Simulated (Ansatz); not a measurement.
# O on Ni(111): change of the work function

Aim: the work function of Ni(111) at several coverages of O (fcc site), and the dipole that each adsorbate carries.

Calculated with Ansatz 0.2.0; plane-wave DFT, PBE, Ansatz PAW.

## Step 1: Set-up

The cell holds 4 atoms: 4 Ni. Its edges and angles: a = 2.489 Å, b = 2.489 Å, c = 24.097 Å, α = 90.0°, β = 90.0°, γ = 60.0°. Vacuum lies along c.

## Step 2: The clean slab

The bare slab comes first, as the zero from which every change is counted. The two lowest layers are held at bulk places and the upper ones relax. The dipole correction removes the false field that a one-sided slab makes across the periodic vacuum, so each face gets a flat vacuum level of its own.

input.yaml reads:

```yaml
crystal:
  lattice:
    - [2.4890158698, 0.0, 0.0]
    - [1.2445079349, 2.1555509736, 0.0]
    - [0.0, 0.0, 24.0968188426]
  atoms:
    - { symbol: Ni, position: [0.0, 0.0, 0.3734932839], spin: 0.7 }
    - { symbol: Ni, position: [0.3333333333, 0.3333333333, 0.4578310946], spin: 0.7 }
    - { symbol: Ni, position: [0.6666666667, 0.6666666667, 0.5421689054], spin: 0.7 }
    - { symbol: Ni, position: [0.0, 0.0, 0.6265067161], spin: 0.7 }
magnetization:
  spin_polarized: true
kpoints:
  mp_grid: { grid: [12, 12, 1] }
hamiltonian:
  xc: pbe
scf:
  occupations: { method: fermi_dirac, width: 0.1 }
  convergence: { dr2_threshold: 1.0e-08 }
efield:
  axis: 3
  dipole_correction: true
  ramp_position: 0.97
  ramp_width: 0.06
relax:
  f_tol: 0.02
  max_steps: 60
  constraints: [{ sites: [0, 1] }]
output:
  write_potential: true
  write_density: true
  volumetric_format: npy
```

The run is started by

```sh
$ ansatz run input.yaml --threads 4 --pin off --max-ram 16384MiB --backend cpu --events-out ev --progress --plain --runs-dir out
```

Log:

```text
Engine: ansatz 0.2.0, aarch64-unknown-linux-gnu
Pseudopotentials: kind: paw
Pseudopotential: Ni, paw, valence charge 18, recommended cutoff 420 eV (normal), Ni.paw.azcp
Functional definition: PBE
  parameter kappa = 0.804
  parameter beta = 0.066725
  exchange = pbe_x(kappa = kappa, mu = beta*pi^2/3)
  correlation = pbe_c(beta = beta)
Crystal: 4 atoms, lattice volume = 129.284 Å³
Basis set: ecut = 420 eV, 2439 PW (Γ), exchange–correlation on 36×36×324 points (8 copies of the dense FFT grid, shifted against one another)
Bands: 45, of which v1, the nominal top of the filled ones, is band 36 counted from 1 (35 counted from 0)
Symmetry: 6 space group operations
k-points: 19 of 144 (time reversal used)
Non-local potential: Ni, projectors of the file, l = 0: 3, l = 1: 2, l = 2: 3, l = 3: 1
PAW form: soft (Blöchl's): semilocal exchange-correlation on the pseudo side does not see the compensation charge
PAW one-centre angular grid: Ni, 590 points (default); XC on 64 Gauss nodes
Initial density: superposition of atomic densities (neutral atoms: chi_scale 0, normalization atom)
Starting moments: Σ|m| = 2.8 μB on 4 of 4 sites
Initial wavefunctions: pseudopotential atomic-orbital guess
Functional: x = pbe(κ = 0.804, μ = 0.219515), c = pbe(β = 0.066725)
SCF iter   1: F=—  HF=-23353.905145 eV  |F-HF|=—  |Δ(HF+E_count)|=         —  Δρ=2.86e-2 (↑1.12e-2 ↓2.86e-2)  dr2=2.62e0  dr2_m=2.76e-1  M=2.997 μB ∫|m|=3.146 μB  β_m=1.00  ethr=3.10e-3  p=0.000 e·Å  D=3.58e-13 V/Å  ΔV_dip=-0.00 eV  dr2_dipole=4.80e-7  V_vac-E_F(+/−)=7.25/7.25 eV  ⟨swp⟩=10.9  Hψ=8806  notcnv=0  defer=16
Mixer restart at iter 1: flushing history
efield: sawtooth ramp at fractional position 0.9700 (set: `efield.ramp_position`, or a place that a band, a saddle search or an elastic batch's reference lends), width 0.0600; the density the first Hamiltonian is built on has a dipole p = 0.000 e·Å; the dipole correction subtracts the counter field D = 3.58e-13 V/Å, which shifts the + side's vacuum level by -0.00 eV against the − side's; the planar-averaged density in the ramp window peaks in size at 7.6e-6 e/Å³
preconditioner: auto → LDOS  [metal: Δε(μ)=0.005 eV  Ē_g=7.174 eV  σ=0.100 eV  W_gap=0.01  n_scr=18 (ndim 8)  ℏωp=20.7 eV  f_vac=0.604  D(μ)=7.90/eV (n_scr^D=102)]
spin=Collinear: LDOS preconditioning applied to the charge; magnetization (m = ρ↑ − ρ↓) channel mixes plain (no charge-response kernel on spin).
SCF iter   2: F=—  HF=-23354.537091 eV  |F-HF|=—  |Δ(HF+E_count)|=   6.32e-1  Δρ=1.21e-2 (↑1.21e-2 ↓9.37e-3)  dr2=4.70e-1  dr2_m=6.08e-3  M=2.950 μB ∫|m|=3.239 μB  β_m=0.32  ethr=3.10e-3  p=-0.000 e·Å  D=-1.18e-5 V/Å  ΔV_dip=0.00 eV  dr2_dipole=1.68e-7  V_vac-E_F(+/−)=6.45/6.45 eV  ⟨swp⟩=2.3  Hψ=2954  notcnv=0  defer=39
density mixer auto → msr1: a metal under ldos (density of states about μ 3.85 of a free-electron gas's, 18 screened modes)
SCF iter   3: F=—  HF=-23355.900691 eV  |F-HF|=—  |Δ(HF+E_count)|=    1.36e0  Δρ=6.31e-3 (↑6.31e-3 ↓4.98e-3)  dr2=1.22e-1  dr2_m=5.55e-3  M=2.942 μB ∫|m|=3.263 μB  β_m=0.52  ethr=6.53e-4  p=-0.000 e·Å  D=-2.13e-7 V/Å  ΔV_dip=0.00 eV  dr2_dipole=6.03e-9  V_vac-E_F(+/−)=6.01/6.01 eV  ⟨swp⟩=3.0  Hψ=2841  notcnv=0  defer=40
SCF iter   4: F=—  HF=-23357.393574 eV  |F-HF|=—  |Δ(HF+E_count)|=         —  Δρ=6.98e-3 (↑4.12e-3 ↓6.98e-3)  dr2=1.03e-1  dr2_m=3.75e-3  M=2.826 μB ∫|m|=3.215 μB  β_m=0.52  ethr=1.70e-4  p=-0.000 e·Å  D=-2.46e-6 V/Å  ΔV_dip=0.00 eV  dr2_dipole=3.15e-9  V_vac-E_F(+/−)=5.44/5.44 eV  ⟨swp⟩=3.7  Hψ=3872  notcnv=0  defer=38
SCF iter   5: F=—  HF=-23357.642354 eV  |F-HF|=—  |Δ(HF+E_count)|=   2.49e-1  Δρ=4.88e-3 (↑1.50e-3 ↓4.88e-3)  dr2=3.19e-2  dr2_m=5.57e-3  M=2.736 μB ∫|m|=3.135 μB  β_m=0.76  ethr=1.43e-4  p=0.000 e·Å  D=1.02e-6 V/Å  ΔV_dip=-0.00 eV  dr2_dipole=4.32e-9  V_vac-E_F(+/−)=5.26/5.26 eV  ⟨swp⟩=2.4  Hψ=2763  notcnv=0  defer=40
SCF iter   6: F=—  HF=-23357.693928 eV  |F-HF|=—  |Δ(HF+E_count)|=   5.16e-2  Δρ=2.88e-3 (↑1.47e-3 ↓2.88e-3)  dr2=1.26e-2  dr2_m=1.52e-3  M=2.669 μB ∫|m|=3.070 μB  β_m=0.86  ethr=4.44e-5  p=-0.000 e·Å  D=-5.89e-6 V/Å  ΔV_dip=0.00 eV  dr2_dipole=2.14e-8  V_vac-E_F(+/−)=5.15/5.15 eV  ⟨swp⟩=2.2  Hψ=2708  notcnv=0  defer=40
SCF iter   7: F=—  HF=-23357.694448 eV  |F-HF|=—  |Δ(HF+E_count)|=   5.20e-4  Δρ=2.31e-3 (↑1.35e-3 ↓2.31e-3)  dr2=9.68e-3  dr2_m=5.46e-4  M=2.662 μB ∫|m|=3.065 μB  β_m=0.72  ethr=1.75e-5  p=0.000 e·Å  D=1.37e-5 V/Å  ΔV_dip=-0.00 eV  dr2_dipole=5.06e-8  V_vac-E_F(+/−)=5.06/5.06 eV  ⟨swp⟩=2.7  Hψ=3609  notcnv=0  defer=46
SCF iter   8: F=—  HF=-23357.693229 eV  |F-HF|=—  |Δ(HF+E_count)|=   1.22e-3  Δρ=4.06e-4 (↑1.85e-4 ↓4.06e-4)  dr2=3.64e-4  dr2_m=1.71e-5  M=2.660 μB ∫|m|=3.064 μB  β_m=0.68  ethr=1.34e-5  p=-0.000 e·Å  D=-3.62e-6 V/Å  ΔV_dip=0.00 eV  dr2_dipole=1.02e-8  V_vac-E_F(+/−)=5.09/5.09 eV  ⟨swp⟩=2.0  Hψ=2577  notcnv=0  defer=48
SCF iter   9: F=—  HF=-23357.693190 eV  |F-HF|=—  |Δ(HF+E_count)|=   3.90e-5  Δρ=1.79e-4 (↑7.00e-5 ↓1.79e-4)  dr2=3.02e-5  dr2_m=1.70e-5  M=2.661 μB ∫|m|=3.067 μB  β_m=0.69  ethr=5.05e-7  p=0.000 e·Å  D=3.89e-6 V/Å  ΔV_dip=-0.00 eV  dr2_dipole=1.53e-8  V_vac-E_F(+/−)=5.09/5.09 eV  ⟨swp⟩=3.2  Hψ=3585  notcnv=0  defer=48
SCF iter  10: F=—  HF=-23357.693186 eV  |F-HF|=—  |Δ(HF+E_count)|=   3.73e-6  Δρ=5.06e-5 (↑4.29e-5 ↓5.06e-5)  dr2=1.84e-6  dr2_m=2.32e-6  M=2.661 μB ∫|m|=3.067 μB  β_m=0.80  ethr=4.19e-8  p=-0.000 e·Å  D=-3.67e-6 V/Å  ΔV_dip=0.00 eV  dr2_dipole=5.53e-9  V_vac-E_F(+/−)=5.08/5.08 eV  ⟨swp⟩=2.1  Hψ=2621  notcnv=0  defer=48
SCF iter  11: F=—  HF=-23357.693187 eV  |F-HF|=—  |Δ(HF+E_count)|=   9.70e-7  Δρ=2.05e-5 (↑1.28e-5 ↓2.05e-5)  dr2=6.07e-7  dr2_m=1.91e-7  M=2.661 μB ∫|m|=3.067 μB  β_m=0.87  ethr=2.55e-9  p=0.000 e·Å  D=7.88e-6 V/Å  ΔV_dip=-0.00 eV  dr2_dipole=2.87e-8  V_vac-E_F(+/−)=5.08/5.08 eV  ⟨swp⟩=2.1  Hψ=2535  notcnv=0  defer=48
SCF iter  12: F=—  HF=-23357.693187 eV  |F-HF|=—  |Δ(HF+E_count)|=   2.51e-7  Δρ=1.80e-5 (↑1.51e-5 ↓1.80e-5)  dr2=9.33e-7  dr2_m=1.72e-8  M=2.661 μB ∫|m|=3.067 μB  β_m=0.65  ethr=8.43e-10  p=-0.000 e·Å  D=-1.24e-5 V/Å  ΔV_dip=0.00 eV  dr2_dipole=7.47e-8  V_vac-E_F(+/−)=5.08/5.08 eV  ⟨swp⟩=2.5  Hψ=3401  notcnv=0  defer=48
SCF iter  13: F=—  HF=-23357.693187 eV  |F-HF|=—  |Δ(HF+E_count)|=   2.13e-7  Δρ=3.08e-6 (↑2.15e-6 ↓3.08e-6)  dr2=3.91e-8  dr2_m=2.54e-9  M=2.661 μB ∫|m|=3.067 μB  β_m=0.82  ethr=8.43e-10  p=-0.000 e·Å  D=-2.09e-6 V/Å  ΔV_dip=0.00 eV  dr2_dipole=9.96e-9  V_vac-E_F(+/−)=5.08/5.08 eV  ⟨swp⟩=2.1  Hψ=2507  notcnv=0  defer=48
[...]
density mixer auto → msr1: a metal under ldos (density of states about μ 3.54 of a free-electron gas's, 18 screened modes)
SCF iter   3: F=—  HF=-23357.695252 eV  |F-HF|=—  |Δ(HF+E_count)|=   3.47e-6  Δρ=3.61e-4 (↑3.61e-4 ↓2.26e-4)  dr2=1.98e-4  dr2_m=3.76e-5  M=2.664 μB ∫|m|=3.069 μB  β_m=0.44  ethr=1.15e-6  p=0.001 e·Å  D=1.05e-3 V/Å  ΔV_dip=-0.03 eV  dr2_dipole=3.96e-5  V_vac-E_F(+/−)=5.05/5.08 eV  ⟨swp⟩=1.8  Hψ=2163  notcnv=0  defer=48
SCF iter   4: F=—  HF=-23357.695307 eV  |F-HF|=—  |Δ(HF+E_count)|=   5.46e-5  Δρ=1.71e-4 (↑1.71e-4 ↓1.57e-4)  dr2=3.30e-5  dr2_m=2.06e-5  M=2.663 μB ∫|m|=3.067 μB  β_m=0.46  ethr=2.74e-7  p=0.001 e·Å  D=8.26e-4 V/Å  ΔV_dip=-0.02 eV  dr2_dipole=2.43e-8  V_vac-E_F(+/−)=5.06/5.08 eV  ⟨swp⟩=1.5  Hψ=1921  notcnv=0  defer=48
SCF iter   5: F=—  HF=-23357.695322 eV  |F-HF|=—  |Δ(HF+E_count)|=   1.50e-5  Δρ=7.39e-5 (↑5.22e-5 ↓7.39e-5)  dr2=5.11e-6  dr2_m=4.02e-6  M=2.662 μB ∫|m|=3.067 μB  β_m=0.61  ethr=4.58e-8  p=0.000 e·Å  D=6.00e-4 V/Å  ΔV_dip=-0.01 eV  dr2_dipole=8.35e-7  V_vac-E_F(+/−)=5.07/5.08 eV  ⟨swp⟩=2.1  Hψ=2952  notcnv=0  defer=48
SCF iter   6: F=—  HF=-23357.695328 eV  |F-HF|=—  |Δ(HF+E_count)|=   6.07e-6  Δρ=4.54e-5 (↑4.33e-5 ↓4.54e-5)  dr2=5.56e-6  dr2_m=7.72e-7  M=2.661 μB ∫|m|=3.066 μB  β_m=0.57  ethr=7.10e-9  p=0.000 e·Å  D=4.49e-4 V/Å  ΔV_dip=-0.01 eV  dr2_dipole=1.56e-7  V_vac-E_F(+/−)=5.07/5.08 eV  ⟨swp⟩=3.1  Hψ=3518  notcnv=0  defer=48
SCF iter   7: F=—  HF=-23357.695328 eV  |F-HF|=—  |Δ(HF+E_count)|=   4.70e-7  Δρ=2.52e-5 (↑2.52e-5 ↓1.49e-5)  dr2=2.59e-6  dr2_m=2.45e-7  M=2.661 μB ∫|m|=3.065 μB  β_m=0.52  ethr=7.10e-9  p=0.000 e·Å  D=3.65e-4 V/Å  ΔV_dip=-0.01 eV  dr2_dipole=9.20e-7  V_vac-E_F(+/−)=5.07/5.08 eV  ⟨swp⟩=2.1  Hψ=2796  notcnv=0  defer=48
SCF iter   8: F=—  HF=-23357.695328 eV  |F-HF|=—  |Δ(HF+E_count)|=   1.08e-7  Δρ=1.02e-5 (↑9.82e-6 ↓1.02e-5)  dr2=4.18e-8  dr2_m=1.01e-7  M=2.661 μB ∫|m|=3.065 μB  β_m=0.69  ethr=3.59e-9  p=0.000 e·Å  D=3.80e-4 V/Å  ΔV_dip=-0.01 eV  dr2_dipole=2.27e-9  V_vac-E_F(+/−)=5.07/5.08 eV  ⟨swp⟩=2.4  Hψ=2355  notcnv=0  defer=48
SCF iter   9: F=—  HF=-23357.695329 eV  |F-HF|=—  |Δ(HF+E_count)|=   1.88e-7  Δρ=4.90e-6 (↑4.07e-6 ↓4.90e-6)  dr2=1.37e-7  dr2_m=1.16e-8  M=2.660 μB ∫|m|=3.065 μB  β_m=0.62  ethr=5.81e-11  p=0.000 e·Å  D=3.76e-4 V/Å  ΔV_dip=-0.01 eV  dr2_dipole=2.33e-9  V_vac-E_F(+/−)=5.07/5.08 eV  ⟨swp⟩=3.1  Hψ=3695  notcnv=0  defer=48
SCF iter  10: F=—  HF=-23357.695329 eV  |F-HF|=—  |Δ(HF+E_count)|=   1.76e-9  Δρ=2.50e-6 (↑2.50e-6 ↓2.27e-6)  dr2=2.53e-8  dr2_m=3.14e-9  M=2.660 μB ∫|m|=3.065 μB  β_m=0.56  ethr=5.81e-11  p=0.000 e·Å  D=3.70e-4 V/Å  ΔV_dip=-0.01 eV  dr2_dipole=7.75e-9  V_vac-E_F(+/−)=5.07/5.08 eV  ⟨swp⟩=2.3  Hψ=3262  notcnv=0  defer=48
SCF iter  11: F=—  HF=-23357.695329 eV  |F-HF|=—  |Δ(HF+E_count)|=   3.96e-9  Δρ=1.37e-6 (↑1.37e-6 ↓1.25e-6)  dr2=3.07e-9  dr2_m=1.07e-9  M=2.660 μB ∫|m|=3.065 μB  β_m=0.56  ethr=3.52e-11  p=0.000 e·Å  D=3.74e-4 V/Å  ΔV_dip=-0.01 eV  dr2_dipole=4.12e-10  V_vac-E_F(+/−)=5.07/5.08 eV  ⟨swp⟩=2.0  Hψ=2494  notcnv=0  defer=48
SCF iter  12: F=—  HF=-23357.695329 eV  |F-HF|=—  |Δ(HF+E_count)|=  3.27e-11  Δρ=9.58e-7 (↑9.58e-7 ↓4.74e-7)  dr2=1.33e-9  dr2_m=5.63e-10  M=2.660 μB ∫|m|=3.065 μB  β_m=0.78  ethr=4.27e-12  p=0.000 e·Å  D=3.75e-4 V/Å  ΔV_dip=-0.01 eV  dr2_dipole=6.93e-11  V_vac-E_F(+/−)=5.07/5.08 eV  ⟨swp⟩=2.1  Hψ=2475  notcnv=0  defer=48
SCF iter  13: F=—  HF=-23357.695329 eV  |F-HF|=—  |Δ(HF+E_count)|=   1.54e-9  Δρ=2.68e-6 (↑4.01e-7 ↓2.68e-6)  dr2=1.69e-8  dr2_m=1.71e-9  M=2.660 μB ∫|m|=3.065 μB  β_m=0.89  ethr=1.84e-12  p=0.000 e·Å  D=3.77e-4 V/Å  ΔV_dip=-0.01 eV  dr2_dipole=1.12e-11  V_vac-E_F(+/−)=5.07/5.08 eV  ⟨swp⟩=2.0  Hψ=2430  notcnv=0  defer=48
SCF iter  14: F=-23357.695329 eV  HF=-23357.695329 eV  |F-HF|=3.15e-9  |Δ(HF+E_count)|=  7.89e-10  Δρ=9.53e-7 (↑4.16e-7 ↓9.53e-7)  dr2=3.21e-9  dr2_m=1.09e-10  M=2.660 μB ∫|m|=3.065 μB  ethr=1.84e-12  p=0.000 e·Å  D=3.78e-4 V/Å  ΔV_dip=-0.01 eV  dr2_dipole=6.19e-10  V_vac-E_F(+/−)=5.07/5.08 eV  ⟨swp⟩=6.3  Hψ=10600  notcnv=0
SCF 3 converged in 14 iterations: F = -23357.695329 eV  dr2 = 3.21e-9
relax step   3: F+E_penalty+E_count = -23357.69532856 eV  Δ(F+E_penalty+E_count) = -7.170e-4 eV  max|allowed force component| = 2.492e-3 eV/Å  Δτ_max = 0.0193 Å  (14 SCF iters, accepted)
NSCF: frozen V_eff on 19 k-points
the band table was solved once a step of the walk had ended and its energy, with any forces and stress, was formed, with the checks that follow a solve (9208 applications of the Hamiltonian). They found nothing against the state; the energy, forces and stress were not computed again (output.eigenvalues in the input reference)
WARN: The output density's exchange-correlation potential varies sharply where the density is thin. Do not read a vacuum level from v_tot or v_xc, or from such a field of the output density. On a cell that repeats whose density bears no net charge and no dipole along the vacuum's axis use v_es (v_loc + v_h of the components); under efield.dipole_correction with no amplitude use v_es + v_field, which holds any externa [...]
SCF converged after 14 iterations
Magnetization: 2.6604 μB (37.3302 up, 34.6698 down)
Absolute magnetization: 3.0681 μB (∫|ρ↑−ρ↓|, with the PAW one-centre terms)
Spin contamination: 0.0397 ħ² per cell (⟨S²⟩ above its minimum at these occupations)
Per-site moments (μB) at R_I (Å): [(0.697093, 1.026719), (0.715500, 1.024444), (0.716982, 1.017614), (0.700574, 1.017614)]
Free energy (F): -23357.695329 eV
Harris-Foulkes:  -23357.695329 eV  (|F-HF|=3.15e-9)
Internal energy: -23357.459514 eV  (E = F + TS)
E sigma→0 (E₀):  -23357.577421 eV
Entropy (-TS):   -0.235815 eV (-58.954 meV/atom)
Fermi energy:    2.806611 eV
Dipole field:    D = 0.000420 V/Å  (p = 0.000300 e·Å, saw-weighted, corrected)
Work function:   Φ+ = 5.0720 eV   Φ− = 5.0821 eV
Levels:          The Fermi level and band energies are counted from a zero that moves with the ramp; work functions are not
--- Per-component energies (eV) ---
  E_band       = -2233.047890
  E_kinetic    = 1126.070206
  E_local      = -172553.846970  (includes V_loc(G=0)·N_el)
  E_nonlocal   = 2547.333296
  E_hartree    = 84594.354199
  E_xc         = -336.334423
  E_vxc        = -433.429848  (∫ρ·V_xc dr)
  E_paw        = -6522.740071  (= ΣΔE_a)
  E_vpaw       = -2107.890488  (= ΣTr[D̂ρ^β])
  E_aug_tail   = 0.002094  (compensation charges beyond the density's cutoff)
  E_efield     = 0.000000  (sawtooth field / dipole correction)
  E_vefield    = 0.000307  (∫n·V_field dr)
  E_ewald      = 67787.702154
  E_smearing   = -0.235815  (= −TS)
  E_closure    = -0.000000  (closes the sum)
  Σ components = -23357.695329   (vs F -23357.695329, Δ=0.00e0)
--- Forces (eV/Å), atoms counted from 1 ---
  atom   1  Ni    -0.00000000    -0.00000000     0.14360102
  atom   2  Ni    -0.00000000     0.00000000    -0.14452175
  atom   3  Ni     0.00000000    -0.00000000    -0.00158484
  atom   4  Ni     0.00000000     0.00000000     0.00249224
  max |Σ_I F_I| component: 1.33e-5 eV/Å
--- Band table (eV; the first three rows and the last of 38) ---
  k-point 0 ↑: bands = [... 32 lower, 1.4980, 1.6464, 1.6464, 2.0208, 2.0208, 2.1301, 2.1788, 2.1788, ... 5 higher]
  k-point 1 ↑: bands = [... 32 lower, 1.4402, 1.5080, 1.6627, 1.6938, 1.8504, 2.0182, 2.1827, 2.7997, ... 5 higher]
  k-point 2 ↑: bands = [... 32 lower, 1.2167, 1.3936, 1.5035, 1.6730, 2.0108, 2.1822, 2.1914, 3.6577, ... 5 higher]
  k-point 18 ↓: bands = [... 32 lower, 2.7441, 2.8850, 2.8850, 2.8927, 7.8453, 8.0826, 8.0958, 8.8517, ... 5 higher]
--- Relaxed structure (3 steps of the walk, 3 accepted, 0 SCFs on fresh bases) ---
  F+E_penalty+E_count = -23357.69532856 eV   max|allowed force component| = 2.492e-3 eV/Å
  atoms:
    - { symbol: Ni, position: [0.0, 0.0, 0.373493] }
    - { symbol: Ni, position: [0.333333, 0.333333, 0.4578310946] }
    - { symbol: Ni, position: [0.666667, 0.666667, 0.541888] }
    - { symbol: Ni, position: [0, 0.0, 0.625102] }
```

It took 29 s on 4 threads of Arm Neoverse V1, shared host; peak memory 0.54 GiB; 1.9 min of CPU time.

The steps of the relaxation:

```tsv
step	energy less that of the first step (eV)	largest force component (eV/Å)
1	0.0000	0.1468
2	-0.0014	0.0868
3	-0.0021	0.0025
```

The run keeps the 6 symmetry operations that the program found, so distortions that break them were not tested.

The atoms that moved most (Å):

```tsv
atom	dx	dy	dz	length
Ni4	0.000	0.000	-0.034	0.034
Ni3	0.000	0.000	-0.007	0.007
```

Numbers from this step:

```yaml
energy_at_zero_smearing: -23357.5774 eV
total_moment: 2.660 μB
site_moments: 0.6971, 0.7155, 0.7170, 0.7006 μB
work_function_upper_face: 5.072 eV
dipole_along_the_normal: 3.00e-4 e·Å
```

Running mean over 2.032 Å of the planar mean; the ramp of the sawtooth is left out. Table of electron's electrostatic potential energy less the Fermi level by z:

```tsv
z (Å)	electron's electrostatic potential energy less the Fermi level (eV)
3.0	5.08
3.5	5.08
4.0	5.08
4.5	5.08
5.0	5.08
5.5	5.07
6.0	5.03
6.5	4.90
7.0	4.40
7.5	2.24
8.0	-3.19
8.5	-8.38
9.0	-10.0
9.5	-10.3
10.0	-10.3
10.5	-10.4
11.0	-10.4
11.5	-10.4
12.0	-10.5
12.5	-10.5
13.0	-10.4
13.5	-10.5
14.0	-10.6
14.5	-10.5
15.0	-10.2
15.5	-8.78
16.0	-3.97
16.5	1.74
17.0	4.26
17.5	4.85
18.0	5.01
18.5	5.06
19.0	5.07
19.5	5.07
20.0	5.07
20.5	5.07
21.0	5.07
```

Site moment by atom:

```tsv
atom	site moment (μB)
Ni1	0.697
Ni2	0.716
Ni3	0.717
Ni4	0.701
```

The relaxation took 3 steps and lowered the energy by 0.0021 eV; the largest force on the free atoms ends at 0.0025 eV/Å.

The work function of the upper face is 5.07 eV.

[end of part 1 of 4]

[Long decimals in the printed logs are rounded to 6 places.]

[Logs are printed without paths, hosts, clocks, repeated set-up lines and the standing remarks that a program may print on its own settings, such as how far it seeks lower states.]

[Hosts, paths, dates, database ids (printed as entryN), source tags and the programs' standing remarks are cut or masked in the printed files.]

[Maps of the electrostatic potential energy from Ansatz leave out the sawtooth potential of an applied field or a dipole correction, so their vacuum need not be flat; planar profiles and work functions include it.]
